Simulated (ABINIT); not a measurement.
## GaH3 (Pm-3m): from the cell to the phonon bands

How does GaH3 (Pm-3m) vibrate, and is this structure a minimum?

Calculated with ABINIT 10.8.3; DFT PBE, scalar-relativistic, plane waves, PseudoDojo norm-conserving pseudopotentials.

The structure was built from a prototype and need not be the compound's stable phase.

## Step 1: Starting point

The structure is cubic, space group Pm-3m (No. 221). The conventional cell has a = 3.919 Å, b = 3.919 Å, c = 3.919 Å, α = 90.00°, β = 90.00°, γ = 90.00°. Nearest to Ga lie 6 H at 1.96 Å. H has 2 Ga at 1.96 Å nearest. Farther neighbours are not listed.

## Step 2: A first look

A first run with smearing and empty bands tells whether the crystal has a gap, which decides between fixed occupations and smearing later on.

The input, probe.abi:

```
# ground state
tolvrs 1.0d-08
prtden 1
prtwf 1

# basis, mesh and filling
ecut 36.0
ngkpt 6 6 6
nshiftk 1
shiftk 0.0 0.0 0.0
istwfk *1
occopt 7
tsmear 0.005
nband 14
nstep 100
diemac 9.0
prtebands 0
prtgsr 0
useylm 1

# cell and atoms
acell 3*1.0 Angstrom
rprim 
    3.9188 0.0 0.0
    0.0 3.9188 0.0
    0.0 0.0 3.9188
ntypat 2
znucl 31 1
natom 4
typat 1 2 2 2
xred 
    0.0 0.0 0.0
    0.5 0.0 0.0
    0.0 0.5 0.0
    0.0 0.0 0.5
pp_dirpath "./pseudo"
pseudos "Ga.upf, H.upf"
```

On the command line:

```sh
OMP_NUM_THREADS=1 mpirun -n 4 abinit probe.abi > probe.log
```

Numbers of over 12 decimals in the logs are rounded to 6 here.

probe.abo, the main output file:

```text
[banners, grids, parts of the stress and lines that vanish by symmetry left out]
- input  file    -> probe.abi
- output file    -> probe.abo
- root for input  files -> probei
[...]
Symmetries : space group Pm -3 m (#221); Bravais cP (primitive cubic)
[...]
mpw =        4224          nfft =       91125          nkpt =          20
[...]
== DATASET  1 ==================================================================
[...]
cutoff_energies: {ecut:  36.0, pawecutdg:  -1.0, }
[...]
ETOT  1  -76.378802269487    -7.638E+01 6.903E-01 1.283E+03
 ETOT  2  -77.892153227822    -1.513E+00 1.394E-02 1.525E+03
 ETOT  3  -78.120132465904    -2.280E-01 5.189E-03 2.296E+02
 ETOT  4  -78.152445771341    -3.231E-02 1.190E-03 3.906E+01
 ETOT  5  -78.158783465586    -6.338E-03 5.833E-03 1.992E+00
[...]
ETOT 10  -78.159152244600    -5.026E-09 5.550E-07 1.630E-07
 ETOT 11  -78.159152244627    -2.709E-11 2.447E-07 5.861E-10
 At SCF step   11       vres2   =  5.86E-10 < tolvrs=  1.00E-08 =>converged.
[...]
sigma(1 1)=  3.58302531E-04  sigma(3 2)=  0.00000000E+00
  sigma(2 2)=  3.58302531E-04  sigma(3 1)=  0.00000000E+00
  sigma(3 3)=  3.58302531E-04  sigma(2 1)=  0.00000000E+00
[...]
convergence: {deltae: -2.709E-11, res2:  5.861E-10, residm:  2.447E-07, diffor: null, }
etotal    :  -7.81591522E+01
[...]
sigma(1 1)=  3.58302531E-04  sigma(3 2)=  0.00000000E+00
  sigma(2 2)=  3.58302531E-04  sigma(3 1)=  0.00000000E+00
  sigma(3 3)=  3.58302531E-04  sigma(2 1)=  0.00000000E+00
[...]
- sigma(1 1)=  1.05416244E+01  sigma(3 2)=  0.00000000E+00
- sigma(2 2)=  1.05416244E+01  sigma(3 1)=  0.00000000E+00
- sigma(3 3)=  1.05416244E+01  sigma(2 1)=  0.00000000E+00
[...]
fcart     -0.0000000000E+00 -0.0000000000E+00 -0.0000000000E+00
           strten      3.5830253116E-04  3.5830253116E-04  3.5830253116E-04
================================================================================

[key lines of the parts left out:]
pressure_GPa:  -1.0542E+01
```

Wall time 14 s (4 MPI ranks of Arm Neoverse V1, shared host).

This step gave:

- volume per atom: 15.05 Å³
- pressure: -10.54 GPa
- gap on the k-mesh: 0 eV

No gap opens on this mesh, so smearing is kept; the printed pressure holds the stress of the finite basis too.

## Step 3: Rough relaxation

The typed start is rough, so a first relaxation with smearing and loose thresholds takes it towards rest cheaply.

The input, prerelax.abi:

```
# relaxation
ionmov 2
optcell 2
dilatmx 1.15
chkdilatmx 0
ntime 40
tolmxf 3.0d-04
tolvrs 1.0d-10
prtwf 0
prtden 0
chksymtnons 0

# basis, mesh and filling
ecut 36.0
ecutsm 3.0
ngkpt 4 4 4
nshiftk 1
shiftk 0.0 0.0 0.0
istwfk *1
occopt 7
tsmear 0.005
nband 14
nstep 100
diemac 1000000.0
prtebands 0
prtgsr 0
useylm 1

# cell and atoms
acell 3*1.0 Angstrom
rprim 
    3.9188 0.0 0.0
    0.0 3.9188 0.0
    0.0 0.0 3.9188
ntypat 2
znucl 31 1
natom 4
typat 1 2 2 2
xred 
    0.0 0.0 0.0
    0.5 0.0 0.0
    0.0 0.5 0.0
    0.0 0.0 0.5
pp_dirpath "./pseudo"
pseudos "Ga.upf, H.upf"
```

On the command line:

```sh
OMP_NUM_THREADS=1 mpirun -n 4 abinit prerelax.abi > prerelax.log
```

prerelax.abo, the main output file:

```text
[banners, grids, parts of the stress and lines that vanish by symmetry left out]
- input  file    -> prerelax.abi
- output file    -> prerelax.abo
- root for input  files -> prerelaxi
[...]
Symmetries : space group Pm -3 m (#221); Bravais cP (primitive cubic)
[...]
mpw =        6432          nfft =      110592          nkpt =          10
[...]
== DATASET  1 ==================================================================
[...]
cutoff_energies: {ecut:  36.0, pawecutdg:  -1.0, }
[...]
ETOT  1  -76.510625568309    -7.651E+01 4.918E-01 1.321E+03
 ETOT  2  -77.960466811751    -1.450E+00 1.390E-02 1.339E+03
 ETOT  3  -78.129802033248    -1.693E-01 1.553E-03 1.945E+02
 ETOT  4  -78.151771030860    -2.197E-02 2.419E-04 3.461E+01
 ETOT  5  -78.156360187162    -4.589E-03 1.119E-04 5.756E-02
[...]
At SCF step   12       vres2   =  2.10E-11 < tolvrs=  1.00E-10 =>converged.
[...]
ETOT  9  -78.181781727263     2.814E-12 9.045E-13 1.832E-11
 At SCF step    9       vres2   =  1.83E-11 < tolvrs=  1.00E-10 =>converged.
[...]
sigma(1 1)= -9.62189710E-07  sigma(3 2)=  0.00000000E+00
  sigma(2 2)= -9.62189710E-07  sigma(3 1)=  0.00000000E+00
  sigma(3 3)= -9.62189710E-07  sigma(2 1)=  0.00000000E+00
[...]
convergence: {deltae:  2.814E-12, res2:  1.832E-11, residm:  9.045E-13, diffor: null, }
etotal    :  -7.81817817E+01
[...]
At Broyd/MD step   6, gradients are converged :
[...]
sigma(1 1)= -9.62189710E-07  sigma(3 2)=  0.00000000E+00
  sigma(2 2)= -9.62189710E-07  sigma(3 1)=  0.00000000E+00
  sigma(3 3)= -9.62189710E-07  sigma(2 1)=  0.00000000E+00
[...]
- sigma(1 1)= -2.83085986E-02  sigma(3 2)=  0.00000000E+00
- sigma(2 2)= -2.83085986E-02  sigma(3 1)=  0.00000000E+00
- sigma(3 3)= -2.83085986E-02  sigma(2 1)=  0.00000000E+00
[...]
fcart     -0.0000000000E+00 -0.0000000000E+00 -0.0000000000E+00
           strten     -9.6218971044E-07 -9.6218971045E-07 -9.6218971045E-07
================================================================================

[key lines of the parts left out:]
pressure_GPa:   2.8309E-02
Total energy (etotal) [Ha]= -7.81817817272630E+01
```

It took 50 s on 4 MPI ranks.

Step by step:

```csv
step,energy less that of the first step (eV),largest force (eV/Å),volume (Å³)
1,0.0000,0.0000,60.18
2,-0.1048,0.0000,58.42
3,-0.4837,0.0000,36.31
4,-0.6676,0.0000,45.26
5,-0.6909,0.0000,43.10
6,-0.6917,0.0000,42.64
```

```csv
"conventional cell, symmetrised",before,after,change
a (Å),3.919,3.493,-10.9 %
b (Å),3.919,3.493,-10.9 %
c (Å),3.919,3.493,-10.9 %
volume (Å³/atom),15.05,10.66,-29.2 %
```

Final coordinates:

```
Ga H
1.0
     3.49349    0.00000    0.00000
     0.00000    3.49349    0.00000
     0.00000    0.00000    3.49349
Ga H
1 3
Cartesian
  0.0000 0.0000 0.0000
  1.7467 0.0000 0.0000
  0.0000 1.7467 0.0000
  0.0000 0.0000 1.7467
```

Read from the output:

```
volume per atom : 10.66 Å³
pressure        : 0.02831 GPa
```

The volume changes by -29.2 % in this run and stands -29.2 % from the first cell.

## Step 4: Rough relaxation

The cell changed much, so the rough relaxation is repeated on a basis made for the new cell.

Changes to prerelax.abi since step 3:

```diff
@@ -31,5 +31,5 @@
 rprim 
-    3.9188 0.0 0.0
-    0.0 3.9188 0.0
-    0.0 0.0 3.9188
+    3.493493592 0.0 0.0
+    0.0 3.493493592 0.0
+    0.0 0.0 3.493493592
 ntypat 2
```

prerelax.abo, the main output file:

```text
[banners, grids, parts of the stress and lines that vanish by symmetry left out]
- input  file    -> prerelax.abi
- output file    -> prerelax.abo
- root for input  files -> prerelaxi
[...]
Symmetries : space group Pm -3 m (#221); Bravais cP (primitive cubic)
[...]
mpw =        4632          nfft =       91125          nkpt =          10
[...]
== DATASET  1 ==================================================================
[...]
cutoff_energies: {ecut:  36.0, pawecutdg:  -1.0, }
[...]
ETOT  1  -77.272293239659    -7.727E+01 6.297E-01 3.437E+02
 ETOT  2  -78.145442110656    -8.731E-01 1.089E-02 2.652E+02
 ETOT  3  -78.178983450113    -3.354E-02 1.537E-03 2.612E+01
 ETOT  4  -78.181503532282    -2.520E-03 7.013E-04 3.005E+00
 ETOT  5  -78.181781012290    -2.775E-04 2.678E-04 4.222E-02
[...]
ETOT 10  -78.181781677819    -2.713E-10 2.554E-05 1.998E-10
 ETOT 11  -78.181781677819     2.700E-13 1.371E-05 5.786E-12
 At SCF step   11       vres2   =  5.79E-12 < tolvrs=  1.00E-10 =>converged.
[...]
sigma(1 1)= -9.62987510E-07  sigma(3 2)=  0.00000000E+00
  sigma(2 2)= -9.62987510E-07  sigma(3 1)=  0.00000000E+00
  sigma(3 3)= -9.62987510E-07  sigma(2 1)=  0.00000000E+00
[...]
convergence: {deltae:  2.700E-13, res2:  5.786E-12, residm:  1.371E-05, diffor: null, }
etotal    :  -7.81817817E+01
[...]
At Broyd/MD step   1, gradients are converged :
[...]
sigma(1 1)= -9.62987510E-07  sigma(3 2)=  0.00000000E+00
  sigma(2 2)= -9.62987510E-07  sigma(3 1)=  0.00000000E+00
  sigma(3 3)= -9.62987510E-07  sigma(2 1)=  0.00000000E+00
[...]
- sigma(1 1)= -2.83320707E-02  sigma(3 2)=  0.00000000E+00
- sigma(2 2)= -2.83320707E-02  sigma(3 1)=  0.00000000E+00
- sigma(3 3)= -2.83320707E-02  sigma(2 1)=  0.00000000E+00
[...]
fcart     -0.0000000000E+00 -0.0000000000E+00 -0.0000000000E+00
           strten     -9.6298750982E-07 -9.6298750982E-07 -9.6298750982E-07
================================================================================

[key lines of the parts left out:]
pressure_GPa:   2.8332E-02
Total energy (etotal) [Ha]= -7.81817816778186E+01
```

Elapsed: 9.5 s, on 4 MPI ranks.

Little changed from the start: no atom moved by 0.005 Å and no cell edge by 0.1 %.

This step gave:

```yaml
pressure: 0.02833 GPa
```

The volume changes by +0.0 % in this run and stands -29.2 % from the first cell.

## Step 5: Relaxation

The harmonic expansion needs vanishing forces, and a free crystal bears no stress, so cell and atoms are brought to rest. Stress is more sensitive to the basis than forces are: the last 3 Ha under the cutoff are smoothed with ecutsm, and the cutoff is raised above that of the later runs.

The input, relax.abi:

```
# relaxation
ionmov 2
optcell 2
dilatmx 1.08
ntime 40
tolmxf 1.0d-05
tolvrs 1.0d-14
prtwf 0
prtden 0
chksymtnons 0

# basis, mesh and filling
ecut 44.0
ecutsm 3.0
ngkpt 8 8 8
nshiftk 1
shiftk 0.0 0.0 0.0
istwfk *1
occopt 3
tsmear 0.01
nband 14
nstep 100
diemac 1000000.0
prtebands 0
prtgsr 0
useylm 1

# cell and atoms
acell 3*1.0 Angstrom
rprim 
    3.493493594 0.0 0.0
    0.0 3.493493594 0.0
    0.0 0.0 3.493493594
ntypat 2
znucl 31 1
natom 4
typat 1 2 2 2
xred 
    0.0 0.0 0.0
    0.5 0.0 0.0
    0.0 0.5 0.0
    0.0 0.0 0.5
pp_dirpath "./pseudo"
pseudos "Ga.upf, H.upf"
```

On the command line:

```sh
OMP_NUM_THREADS=1 mpirun -n 4 abinit relax.abi > relax.log
```

relax.abo, the main output file:

```text
[banners, grids, parts of the stress and lines that vanish by symmetry left out]
- input  file    -> relax.abi
- output file    -> relax.abo
- root for input  files -> relaxi
[...]
Symmetries : space group Pm -3 m (#221); Bravais cP (primitive cubic)
[...]
mpw =        5078          nfft =       91125          nkpt =          35
[...]
== DATASET  1 ==================================================================
[...]
cutoff_energies: {ecut:  44.0, pawecutdg:  -1.0, }
[...]
ETOT  1  -77.210449788208    -7.721E+01 7.612E-01 4.235E+02
 ETOT  2  -78.138783559993    -9.283E-01 1.674E-02 3.490E+02
 ETOT  3  -78.181973461496    -4.319E-02 4.526E-03 3.959E+01
 ETOT  4  -78.185908830365    -3.935E-03 2.463E-03 4.920E+00
 ETOT  5  -78.186422818843    -5.140E-04 1.716E-03 2.415E-01
[...]
At SCF step   13       vres2   =  4.38E-16 < tolvrs=  1.00E-14 =>converged.
[...]
sigma(1 1)= -1.16591450E-05  sigma(3 2)=  0.00000000E+00
  sigma(2 2)= -1.16591450E-05  sigma(3 1)=  0.00000000E+00
  sigma(3 3)= -1.16591450E-05  sigma(2 1)=  0.00000000E+00
[...]
convergence: {deltae:  1.620E-12, res2:  4.382E-16, residm:  7.524E-05, diffor: null, }
etotal    :  -7.81864488E+01
[...]
ETOT  1  -78.186433132584    -7.819E+01 3.368E-05 2.613E-01
[...]
At SCF step   10       vres2   =  3.93E-16 < tolvrs=  1.00E-14 =>converged.
[...]
sigma(1 1)= -9.67789926E-06  sigma(3 2)=  0.00000000E+00
  sigma(2 2)= -9.67789926E-06  sigma(3 1)=  0.00000000E+00
  sigma(3 3)= -9.67789926E-06  sigma(2 1)=  0.00000000E+00
[...]
convergence: {deltae: -2.359E-12, res2:  3.929E-16, residm:  4.507E-06, diffor: null, }
etotal    :  -7.81864521E+01
[...]
ETOT  1  -78.185997320720    -7.819E+01 3.161E-04 6.333E+00
[...]
ETOT  9  -78.186459294222     6.821E-13 6.192E-05 1.960E-12
 ETOT 10  -78.186459294223    -1.137E-12 2.929E-05 9.989E-15
 At SCF step   10       vres2   =  9.99E-15 < tolvrs=  1.00E-14 =>converged.
[...]
sigma(1 1)= -6.36694367E-08  sigma(3 2)=  0.00000000E+00
  sigma(2 2)= -6.36694367E-08  sigma(3 1)=  0.00000000E+00
  sigma(3 3)= -6.36694368E-08  sigma(2 1)=  0.00000000E+00
[...]
convergence: {deltae: -1.137E-12, res2:  9.989E-15, residm:  2.929E-05, diffor: null, }
etotal    :  -7.81864593E+01
[...]
At Broyd/MD step   3, gradients are converged :
[...]
sigma(1 1)= -6.36694367E-08  sigma(3 2)=  0.00000000E+00
  sigma(2 2)= -6.36694367E-08  sigma(3 1)=  0.00000000E+00
  sigma(3 3)= -6.36694368E-08  sigma(2 1)=  0.00000000E+00
[...]
- sigma(1 1)= -1.87321950E-03  sigma(3 2)=  0.00000000E+00
- sigma(2 2)= -1.87321950E-03  sigma(3 1)=  0.00000000E+00
- sigma(3 3)= -1.87321950E-03  sigma(2 1)=  0.00000000E+00
[...]
fcart     -0.0000000000E+00 -0.0000000000E+00 -0.0000000000E+00
           strten     -6.3669436741E-08 -6.3669436742E-08 -6.3669436754E-08
================================================================================

[key lines of the parts left out:]
pressure_GPa:   1.8732E-03
Total energy (etotal) [Ha]= -7.81864592942233E+01
```

Run time: 70 s. Hardware: 4 MPI ranks.

Step by step:

```csv
step,energy less that of the first step (eV),largest force (eV/Å),volume (Å³)
1,0.0000,0.0000,42.64
2,-0.0001,0.0000,42.68
3,-0.0003,0.0000,42.90
```

```csv
"conventional cell, symmetrised",before,after,change
a (Å),3.493,3.501,+0.2 %
b (Å),3.493,3.501,+0.2 %
c (Å),3.493,3.501,+0.2 %
volume (Å³/atom),10.66,10.73,+0.6 %
```

The relaxed structure:

```cif
data_structure
_symmetry_space_group_name_H-M 'P 1'
_symmetry_Int_Tables_number 1
_cell_length_a 3.5007
_cell_length_b 3.5007
_cell_length_c 3.5007
_cell_angle_alpha 90.000
_cell_angle_beta 90.000
_cell_angle_gamma 90.000
_cell_volume 42.90
loop_
_atom_site_label
_atom_site_type_symbol
_atom_site_fract_x
_atom_site_fract_y
_atom_site_fract_z
_atom_site_occupancy
Ga1 Ga 0.00000 0.00000 0.00000 1
H2 H 0.50000 0.00000 0.00000 1
H3 H 0.00000 0.50000 0.00000 1
H4 H 0.00000 0.00000 0.50000 1
```

This step gave:

| Quantity | Value |
| --- | --- |
| volume per atom | 10.73 Å³ |
| pressure | 0.001873 GPa |

The volume changes by +0.6 % in this run and stands -28.7 % from the first cell.

## Step 6: Ground state

First-order wavefunctions inherit every error of the ground state, hence the very tight tolvrs. Smearing stays on, as the first look found no gap above 0.3 eV.

The input, gs.abi:

```
# ground state
tolvrs 1.0d-16
prtden 1
prtwf 1

# basis, mesh and filling
ecut 36.0
ngkpt 8 8 8
nshiftk 1
shiftk 0.0 0.0 0.0
istwfk *1
occopt 3
tsmear 0.01
nband 14
nstep 100
diemac 1000000.0
prtebands 0
prtgsr 0
useylm 1

# cell and atoms
acell 3*1.0 Angstrom
rprim 
    3.500721441 0.0 0.0
    0.0 3.500721441 0.0
    0.0 0.0 3.500721441
ntypat 2
znucl 31 1
natom 4
typat 1 2 2 2
xred 
    0.0 0.0 0.0
    0.5 0.0 0.0
    0.0 0.5 0.0
    0.0 0.0 0.5
pp_dirpath "./pseudo"
pseudos "Ga.upf, H.upf"
```

On the command line:

```sh
OMP_NUM_THREADS=1 mpirun -n 4 abinit gs.abi > gs.log
```

gs.abo, the main output file:

```text
[banners, grids, parts of the stress and lines that vanish by symmetry left out]
- input  file    -> gs.abi
- output file    -> gs.abo
- root for input  files -> gsi
[...]
Symmetries : space group Pm -3 m (#221); Bravais cP (primitive cubic)
[...]
mpw =        3016          nfft =       46656          nkpt =          35
[...]
== DATASET  1 ==================================================================
[...]
cutoff_energies: {ecut:  36.0, pawecutdg:  -1.0, }
[...]
ETOT  1  -77.233122005605    -7.723E+01 6.562E-01 2.159E+02
 ETOT  2  -78.138197816509    -9.051E-01 4.028E-02 1.781E+02
 ETOT  3  -78.181391653018    -4.319E-02 1.422E-02 2.044E+01
 ETOT  4  -78.185391533268    -4.000E-03 3.543E-03 2.703E+00
 ETOT  5  -78.185943435820    -5.519E-04 1.190E-03 1.206E-01
[...]
ETOT 13  -78.185968488869    -5.386E-12 4.344E-05 3.017E-16
 ETOT 14  -78.185968488867     2.217E-12 1.886E-05 1.138E-18
 At SCF step   14       vres2   =  1.14E-18 < tolvrs=  1.00E-16 =>converged.
[...]
sigma(1 1)=  3.18870834E-05  sigma(3 2)=  0.00000000E+00
  sigma(2 2)=  3.18870834E-05  sigma(3 1)=  0.00000000E+00
  sigma(3 3)=  3.18870834E-05  sigma(2 1)=  0.00000000E+00
[...]
convergence: {deltae:  2.217E-12, res2:  1.138E-18, residm:  1.886E-05, diffor: null, }
etotal    :  -7.81859685E+01
[...]
sigma(1 1)=  3.18870834E-05  sigma(3 2)=  0.00000000E+00
  sigma(2 2)=  3.18870834E-05  sigma(3 1)=  0.00000000E+00
  sigma(3 3)=  3.18870834E-05  sigma(2 1)=  0.00000000E+00
[...]
- sigma(1 1)=  9.38150383E-01  sigma(3 2)=  0.00000000E+00
- sigma(2 2)=  9.38150383E-01  sigma(3 1)=  0.00000000E+00
- sigma(3 3)=  9.38150383E-01  sigma(2 1)=  0.00000000E+00
[...]
fcart     -0.0000000000E+00 -0.0000000000E+00 -0.0000000000E+00
           strten      3.1887083392E-05  3.1887083392E-05  3.1887083392E-05
================================================================================

[key lines of the parts left out:]
pressure_GPa:  -9.3815E-01
```

Wall time 15 s (4 MPI ranks).

Read from the output:

* pressure: -0.9382 GPa

The cell stands at -0.94 GPa: the relaxation ran with a smoothed and higher cutoff, and the difference is a stress of the finite basis.

(Part 1 of 5 ends here.)

[Host names and launcher messages were left out of these logs when they were recorded.]

[Logs are printed without paths, hosts, clocks, repeated set-up lines and the standing remarks that a program may print on its own settings, such as how far it seeks lower states.]

[Hosts, paths, dates, database ids (printed as entryN), source tags and the programs' standing remarks are cut or masked in the printed files.]
